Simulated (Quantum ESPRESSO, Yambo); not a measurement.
# TiO2 (Anatase): G0W0 with Yambo, start to end, part 2 of 3

Aim: the G0W0 gap of TiO2 (Anatase) on PBE, step by step.

Quantum ESPRESSO 7.5 and Yambo 5.3.0; PBE and many-body steps on it, plane waves. Known limits of the many-body steps: not at the basis limit.

So far. Step 2 (Ground state): The gap is indirect, with the least direct gap 0.31 eV higher.

### Step 3. Bands along the symmetry lines

Level of this step: DFT, PBE, plane waves, norm-conserving pseudopotentials (Quantum ESPRESSO).

Levels along a band path, at the cheap level, show where the edges lie and whether the meshes to come will hold them.

pw.in

```
&control
  calculation = 'bands'
  prefix = 'x'
  outdir = 'o'
  pseudo_dir = 'pseudo'
/
&system
  ibrav = 0
  nat = 6
  ntyp = 2
  ecutwfc = 76.0
  nbnd = 30
  force_symmorphic = .true.
/
&electrons
  conv_thr = 1e-9
  electron_maxstep = 80
  diago_full_acc = .true.
  diago_thr_init = 5e-6
/
ATOMIC_SPECIES
  Ti 47.867 Ti.upf
  O 15.999 O.upf
CELL_PARAMETERS angstrom
  -1.8921000000 1.8921000000 4.7573000000
  1.8921000000 -1.8921000000 4.7573000000
  1.8921000000 1.8921000000 -4.7573000000
ATOMIC_POSITIONS crystal
  Ti 0.0000000000 0.0000000000 0.0000000000
  Ti 0.7500000000 0.2500000000 0.5000000000
  O 0.2081000000 0.2081000000 0.0000000000
  O 0.9581000000 0.4581000000 0.5000000000
  O 0.5419000000 0.0419000000 0.5000000000
  O 0.7919000000 0.7919000000 0.0000000000
K_POINTS crystal
  76
  0.00000000 0.00000000 0.00000000 1
  0.00000000 0.00000000 0.06250000 1
  0.00000000 0.00000000 0.12500000 1
  0.00000000 0.00000000 0.18750000 1
  0.00000000 0.00000000 0.25000000 1
  0.00000000 0.00000000 0.31250000 1
  0.00000000 0.00000000 0.37500000 1
  0.00000000 0.00000000 0.43750000 1
  0.00000000 0.00000000 0.50000000 1
  0.03125000 0.03125000 0.46875000 1
  0.06250000 0.06250000 0.43750000 1
  0.09375000 0.09375000 0.40625000 1
  0.12500000 0.12500000 0.37500000 1
  0.15625000 0.15625000 0.34375000 1
  0.18750000 0.18750000 0.31250000 1
  0.21875000 0.21875000 0.28125000 1
  0.25000000 0.25000000 0.25000000 1
  0.21875000 0.28125000 0.21875000 1
  0.18750000 0.31250000 0.18750000 1
  0.15625000 0.34375000 0.15625000 1
  0.12500000 0.37500000 0.12500000 1
  0.09375000 0.40625000 0.09375000 1
  0.06250000 0.43750000 0.06250000 1
  0.03125000 0.46875000 0.03125000 1
  0.00000000 0.50000000 0.00000000 1
  0.00000000 0.43750000 0.00000000 1
  0.00000000 0.37500000 0.00000000 1
  0.00000000 0.31250000 0.00000000 1
  0.00000000 0.25000000 0.00000000 1
  0.00000000 0.18750000 0.00000000 1
  0.00000000 0.12500000 0.00000000 1
  0.00000000 0.06250000 0.00000000 1
  0.00000000 0.00000000 0.00000000 1
  0.06250000 0.06250000 -0.06250000 1
  0.12500000 0.12500000 -0.12500000 1
  0.18750000 0.18750000 -0.18750000 1
  0.25000000 0.25000000 -0.25000000 1
  0.31250000 0.31250000 -0.31250000 1
  0.37500000 0.37500000 -0.37500000 1
  0.43750000 0.43750000 -0.43750000 1
  0.50000000 0.50000000 -0.50000000 1
  0.47369330 0.52630670 -0.47369330 1
  0.44738660 0.55261340 -0.44738660 1
  0.42107990 0.57892010 -0.42107990 1
  0.39477321 0.60522679 -0.39477321 1
  0.36846651 0.63153349 -0.36846651 1
  0.34215981 0.65784019 -0.34215981 1
  0.31585311 0.68414689 -0.31585311 1
  0.28954641 0.71045359 -0.28954641 1
  -0.28954641 0.28954641 0.28954641 1
  -0.25335311 0.25335311 0.25335311 1
  -0.21715981 0.21715981 0.21715981 1
  -0.18096651 0.18096651 0.18096651 1
  -0.14477320 0.14477320 0.14477320 1
  -0.10857990 0.10857990 0.10857990 1
  -0.07238660 0.07238660 0.07238660 1
  -0.03619330 0.03619330 0.03619330 1
  0.00000000 0.00000000 0.00000000 1
  0.00000000 0.00000000 0.50000000 1
  -0.00988660 0.00988660 0.50000000 1
  -0.01977321 0.01977321 0.50000000 1
  -0.02965981 0.02965981 0.50000000 1
  -0.03954642 0.03954642 0.50000000 1
  -0.04943302 0.04943302 0.50000000 1
  -0.05931962 0.05931962 0.50000000 1
  -0.06920623 0.06920623 0.50000000 1
  -0.07909283 0.07909283 0.50000000 1
  0.50000000 0.50000000 -0.07909283 1
  0.50000000 0.50000000 -0.13170623 1
  0.50000000 0.50000000 -0.18431962 1
  0.50000000 0.50000000 -0.23693302 1
  0.50000000 0.50000000 -0.28954642 1
  0.50000000 0.50000000 -0.34215981 1
  0.50000000 0.50000000 -0.39477321 1
  0.50000000 0.50000000 -0.44738660 1
  0.50000000 0.50000000 -0.50000000 1
```

Run with:

```
$ OMP_NUM_THREADS=1 mpirun -n 8 pw.x -nk 8 -in pw.in > pw.out
```

The program printed:

```text
[banner, memory and clock lines left out]
Program PWSCF v.7.5 starts

     Atomic positions and unit cell read from directory:
     o/x.save/

     Message from routine setup:
     using ibrav=0 with symmetry is DISCOURAGED, use correct ibrav instead

     G-vector sticks info

     bravais-lattice index     =            0
     lattice parameter (alat)  =      10.3145  a.u.
     unit-cell volume          =     459.7326 (a.u.)^3
     number of atoms/cell      =            6
     number of atomic types    =            2
     number of electrons       =        48.00
     number of Kohn-Sham states=           30
     kinetic-energy cutoff     =      76.0000  Ry
     charge density cutoff     =     304.0000  Ry
     Exchange-correlation= PBE
                           (   1   4   3   4   0   0   0)

     celldm(1)=  10.314510  celldm(2)=   0.000000  celldm(3)=   0.000000
     celldm(4)=   0.000000  celldm(5)=   0.000000  celldm(6)=   0.000000

     crystal axes: (cart. coord. in units of alat)
               a(1) = (  -0.346653   0.346653   0.871587 )
               a(2) = (   0.346653  -0.346653   0.871587 )
               a(3) = (   0.346653   0.346653  -0.871587 )

     reciprocal axes: (cart. coord. in units 2 pi/alat)
               b(1) = (  0.000000  1.442367  0.573666 )
               b(2) = (  1.442367  0.000000  0.573666 )
               b(3) = (  1.442367  1.442367  0.000000 )
     Pseudo is Norm-conserving + core correction, Zval = 12.0
     Generated using ONCVPSP code by D. R. Hamann
     Using radial grid of 1586 points,  6 beta functions with:
     Pseudo is Norm-conserving + core correction, Zval =  6.0
     Generated using ONCVPSP code by D. R. Hamann
     Using radial grid of  936 points,  5 beta functions with:
     Ti               12.00    47.86700     Ti( 1.00)
     O                 6.00    15.99900     O ( 1.00)

      8 Sym. Ops. (no inversion) found

   Cartesian axes

     site n.     atom                  positions (alat units)
         1        Ti     tau(   1) = (   0.0000000   0.0000000   0.0000000  )
         2        Ti     tau(   2) = (   0.0000000   0.3466525   0.4357936  )
         3        O      tau(   3) = (  -0.0000000   0.0000000   0.3627546  )
         4        O      tau(   4) = (   0.0000000   0.3466525   0.7985481  )
         5        O      tau(   5) = (  -0.0000000   0.3466525   0.0730390  )
         6        O      tau(   6) = (   0.0000000  -0.0000000   1.3804197  )

     number of k points=    76
                       cart. coord. in units 2pi/alat
        k(    1) = (   0.0000000   0.0000000   0.0000000), wk =   0.0263158
        k(    2) = (   0.0901479   0.0901479   0.0000000), wk =   0.0263158
        k(    3) = (   0.1802958   0.1802958   0.0000000), wk =   0.0263158
[...]
[... 64 further rows ...]
        k(   75) = (   0.0758878   0.0758878   0.5736661), wk =   0.0263158
        k(   76) = (   0.0000000   0.0000000   0.5736661), wk =   0.0263158

     Dense  grid:    41149 G-vectors     FFT dimensions: (  60,  60,  60)

     The potential is recalculated from file :
     o/x.save/charge-density

     Starting wfcs are   36 randomized atomic wfcs

     Band Structure Calculation

     End of band structure calculation

          k = 0.0000 0.0000 0.0000 (  5117 PWs)   bands (ev):

   -49.0007 -48.9397 -25.4932 -25.2534 -25.2534 -25.1810 -25.1810 -25.0962
   -10.2630  -9.2466  -9.1005  -8.7619   3.3975   3.5164   3.5164   3.9209
     5.2684   5.2684   5.3152   6.5646   6.5681   6.5681   6.8689   6.8689
     9.4863  10.2324  11.3622  11.3623  11.3918  11.3919

          k = 0.0901 0.0901 0.0000 (  5120 PWs)   bands (ev):

[...]
9.6711  10.2622  11.1637  11.2868  11.2978  11.3682

          k = 0.1803 0.1803 0.0000 (  5138 PWs)   bands (ev):

[...]
10.0980  10.3136  10.8136  11.1474  11.1552  11.3660

[...]
k =-0.0000 0.0000 0.3585 (  5133 PWs)   bands (ev):

[...]
k =-0.0000 0.0000 0.5020 (  5121 PWs)   bands (ev):

[...]
k = 0.3794-0.0000 0.5737 (  5142 PWs)   bands (ev):

[...]
k = 0.8353 0.0000-0.0000 (  5132 PWs)   bands (ev):

[...]
k = 0.7309 0.0000-0.0000 (  5146 PWs)   bands (ev):

[...]
k = 0.6264-0.0000-0.0000 (  5156 PWs)   bands (ev):

[...]
k = 0.3132 0.0000-0.0000 (  5130 PWs)   bands (ev):

[...]
k = 0.8210 0.6214-0.0000 (  5140 PWs)   bands (ev):

[...]
k = 0.8353 0.6071-0.0000 (  5144 PWs)   bands (ev):

[...]
k = 0.0759 0.0759 0.5737 (  5118 PWs)   bands (ev):

[...]
9.9242   9.9242  11.1090  11.1090  11.4837  11.4838

          k = 0.0000 0.0000 0.5737 (  5116 PWs)   bands (ev):

[...]
-9.6754  -9.6754  -9.0353  -9.0353   3.6045   3.6045   3.6546   3.6546
     5.2970   5.2970   5.9883   5.9884   6.0725   6.0725   7.2092   7.2092
     9.8463   9.8463  11.1552  11.1552  11.6165  11.6165

     XML data file, pseudopotentials, collected wavefunctions
```

The job ended after 9.9 s (8 MPI ranks of Arm Neoverse V2, shared host; peak memory 0.61 GiB; 78 s of CPU time).

Numbers from this step:

* gap: 2.141 eV
* k of the valence top: 0, 0, 0.4375
* k of the conduction bottom: 0, 0, 0
* least direct gap: 2.492 eV

The gap is 2.141 eV, −0.045 eV from the run before at this level.

The electronic bands at the labelled points (eV, zero at the top of the highest filled band):

| point | band 21 | band 22 | band 23 | band 24 | band 25 | band 26 | band 27 | band 28 |
| --- | --- | --- | --- | --- | --- | --- | --- | --- |
| Γ | -0.78 | -0.78 | -0.48 | -0.48 | 2.14 | 2.89 | 4.02 | 4.02 |
| halfway | -1.84 | -0.96 | -0.61 | -0.25 | 3.01 | 3.16 | 3.54 | 3.77 |
| X | -2.07 | -2.07 | -0.05 | -0.05 | 3.38 | 3.38 | 3.85 | 3.85 |
| halfway | -1.81 | -1.81 | -0.14 | -0.14 | 3.45 | 3.45 | 3.78 | 3.78 |
| P | -1.60 | -1.60 | -0.24 | -0.24 | 3.61 | 3.61 | 3.64 | 3.64 |
| halfway | -1.90 | -0.97 | -0.60 | -0.35 | 3.18 | 3.32 | 3.71 | 3.73 |
| N | -1.96 | -0.95 | -0.86 | -0.65 | 3.27 | 3.58 | 3.60 | 3.70 |
| halfway | -1.35 | -0.80 | -0.80 | -0.53 | 3.00 | 3.26 | 3.36 | 3.64 |
| Γ | -0.78 | -0.78 | -0.48 | -0.48 | 2.14 | 2.89 | 4.02 | 4.02 |
| halfway | -1.08 | -1.08 | -0.25 | -0.25 | 2.24 | 2.77 | 3.86 | 3.86 |
| M | -1.27 | -1.27 | -0.14 | -0.14 | 2.50 | 2.50 | 3.81 | 3.81 |
| halfway | -1.31 | -0.72 | -0.61 | -0.57 | 2.76 | 3.23 | 3.44 | 3.58 |
| S | -1.20 | -0.94 | -0.91 | -0.84 | 3.24 | 3.52 | 3.60 | 3.66 |
| jump to S0 | -1.20 | -0.94 | -0.91 | -0.84 | 3.24 | 3.52 | 3.60 | 3.66 |
| halfway | -1.49 | -0.92 | -0.84 | -0.58 | 3.15 | 3.34 | 3.37 | 3.66 |
| Γ | -0.78 | -0.78 | -0.48 | -0.48 | 2.14 | 2.89 | 4.02 | 4.02 |
| jump to X | -2.07 | -2.07 | -0.05 | -0.05 | 3.38 | 3.38 | 3.85 | 3.85 |
| halfway | -2.02 | -2.02 | -0.06 | -0.06 | 3.37 | 3.37 | 3.83 | 3.83 |
| R | -1.91 | -1.91 | -0.09 | -0.09 | 3.35 | 3.35 | 3.79 | 3.79 |
| jump to G | -1.91 | -1.91 | -0.09 | -0.09 | 3.35 | 3.35 | 3.79 | 3.79 |
| halfway | -1.09 | -1.09 | -0.53 | -0.53 | 3.08 | 3.08 | 3.58 | 3.58 |
| M | -1.27 | -1.27 | -0.14 | -0.14 | 2.50 | 2.50 | 3.81 | 3.81 |

### Step 4. Empty states on the mesh, 4×4×4 mesh, 461 bands

The sums over transitions need many empty states on a uniform mesh; this step solves for them.

pw.in

```
&control
  calculation = 'nscf'
  prefix = 'x'
  outdir = 'o'
  pseudo_dir = 'pseudo'
/
&system
  ibrav = 0
  nat = 6
  ntyp = 2
  ecutwfc = 76.0
  nbnd = 461
  force_symmorphic = .true.
/
&electrons
  conv_thr = 1e-9
  electron_maxstep = 80
  diago_full_acc = .true.
  diago_thr_init = 5e-6
/
ATOMIC_SPECIES
  Ti 47.867 Ti.upf
  O 15.999 O.upf
CELL_PARAMETERS angstrom
  -1.8921000000 1.8921000000 4.7573000000
  1.8921000000 -1.8921000000 4.7573000000
  1.8921000000 1.8921000000 -4.7573000000
ATOMIC_POSITIONS crystal
  Ti 0.0000000000 0.0000000000 0.0000000000
  Ti 0.7500000000 0.2500000000 0.5000000000
  O 0.2081000000 0.2081000000 0.0000000000
  O 0.9581000000 0.4581000000 0.5000000000
  O 0.5419000000 0.0419000000 0.5000000000
  O 0.7919000000 0.7919000000 0.0000000000
K_POINTS automatic
  4 4 4 0 0 0
```

Run with:

```
$ OMP_NUM_THREADS=1 mpirun -n 8 pw.x -nk 4 -in pw.in > pw.out
```

The program printed:

```text
[banner, memory and clock lines left out]
Program PWSCF v.7.5 starts

     Atomic positions and unit cell read from directory:
     o/x.save/

     Message from routine setup:
     using ibrav=0 with symmetry is DISCOURAGED, use correct ibrav instead

     bravais-lattice index     =            0
     lattice parameter (alat)  =      10.3145  a.u.
     unit-cell volume          =     459.7326 (a.u.)^3
     number of atoms/cell      =            6
     number of atomic types    =            2
     number of electrons       =        48.00
     number of Kohn-Sham states=          461
     kinetic-energy cutoff     =      76.0000  Ry
     charge density cutoff     =     304.0000  Ry
     Exchange-correlation= PBE
                           (   1   4   3   4   0   0   0)

     celldm(1)=  10.314510  celldm(2)=   0.000000  celldm(3)=   0.000000
     celldm(4)=   0.000000  celldm(5)=   0.000000  celldm(6)=   0.000000

     crystal axes: (cart. coord. in units of alat)
               a(1) = (  -0.346653   0.346653   0.871587 )
               a(2) = (   0.346653  -0.346653   0.871587 )
               a(3) = (   0.346653   0.346653  -0.871587 )

     reciprocal axes: (cart. coord. in units 2 pi/alat)
               b(1) = (  0.000000  1.442367  0.573666 )
               b(2) = (  1.442367  0.000000  0.573666 )
               b(3) = (  1.442367  1.442367  0.000000 )
     Pseudo is Norm-conserving + core correction, Zval = 12.0
     Generated using ONCVPSP code by D. R. Hamann
     Using radial grid of 1586 points,  6 beta functions with:
     Pseudo is Norm-conserving + core correction, Zval =  6.0
     Generated using ONCVPSP code by D. R. Hamann
     Using radial grid of  936 points,  5 beta functions with:
     Ti               12.00    47.86700     Ti( 1.00)
     O                 6.00    15.99900     O ( 1.00)

      8 Sym. Ops. (no inversion) found

   Cartesian axes

     site n.     atom                  positions (alat units)
         1        Ti     tau(   1) = (   0.0000000   0.0000000   0.0000000  )
         2        Ti     tau(   2) = (   0.0000000   0.3466525   0.4357936  )
         3        O      tau(   3) = (  -0.0000000   0.0000000   0.3627546  )
         4        O      tau(   4) = (   0.0000000   0.3466525   0.7985481  )
         5        O      tau(   5) = (  -0.0000000   0.3466525   0.0730390  )
         6        O      tau(   6) = (   0.0000000  -0.0000000   1.3804197  )

     number of k points=    13
                       cart. coord. in units 2pi/alat
        k(    1) = (   0.0000000   0.0000000   0.0000000), wk =   0.0312500
        k(    2) = (   0.3605917   0.3605917   0.0000000), wk =   0.1250000
        k(    3) = (  -0.7211833  -0.7211833   0.0000000), wk =   0.0625000
[...]
k(   12) = (  -1.0817750  -0.3605917   0.0000000), wk =   0.1250000
        k(   13) = (  -1.4423666  -1.4423666  -0.5736661), wk =   0.0312500

     Dense  grid:    41149 G-vectors     FFT dimensions: (  60,  60,  60)

     The potential is recalculated from file :
     o/x.save/charge-density

     Starting wfcs are   36 randomized atomic wfcs +  425 random wfcs

     Band Structure Calculation

     End of band structure calculation

          k = 0.0000 0.0000 0.0000 (  5117 PWs)   bands (ev):

   -49.0008 -48.9397 -25.4932 -25.2534 -25.2534 -25.1810 -25.1810 -25.0962
   -10.2630  -9.2466  -9.1005  -8.7619   3.3974   3.5164   3.5164   3.9209
     5.2684   5.2684   5.3151   6.5646   6.5681   6.5681   6.8689   6.8689
[...]
[... 46 further rows ...]
[...]
194.5291 194.9634 195.1031 195.1031 195.3004

          k = 0.3606 0.3606 0.0000 (  5174 PWs)   bands (ev):

[...]
[... 46 further rows ...]
[...]
195.8435 195.8810 195.9935 196.4577 196.8653

          k =-0.7212-0.7212 0.0000 (  5150 PWs)   bands (ev):

[...]
46.8734  46.8734  47.5100  47.5100  48.5639  48.5639  49.7923  49.7923
     [... 46 further rows ...]
   193.6911 193.6911 194.1113 194.1113 195.0283 195.0283 195.3368 195.3368
   197.0725 197.0725 197.8203 197.8203 198.1085

          k = 0.3606 0.0000 0.1434 (  5139 PWs)   bands (ev):

     [... further k-points ...]

     highest occupied, lowest unoccupied level (ev):     7.2976    9.4863

     XML data file, pseudopotentials, collected wavefunctions
```

Wall time 97 s (8 MPI ranks); peak memory 1.4 GiB.

Numbers from this step:

```yaml
gap: 2.189 eV
k_of_the_valence_top: 0, 0, -0.5
k_of_the_conduction_bottom: 0, 0, 0
least_direct_gap: 2.492 eV
k_points_computed: 13
lowest_point_of_the_top_converged_band_above_the_valence_top: 188.0028 eV
```

On this mesh the gap is 2.189 eV.

[end of part 2 of 3]

[Paths, hosts, dates, memory and timing lines, banners, echoed tables and standing remarks are left out of the program output.]

[Logs are printed without paths, hosts, clocks, repeated set-up lines and the standing remarks that a program may print on its own settings, such as how far it seeks lower states.]

[Runs of the session that timed out or met a known fault of the program may be left out.]

[Hosts, paths, dates, database ids (printed as entryN), source tags and the programs' standing remarks are cut or masked in the printed files.]
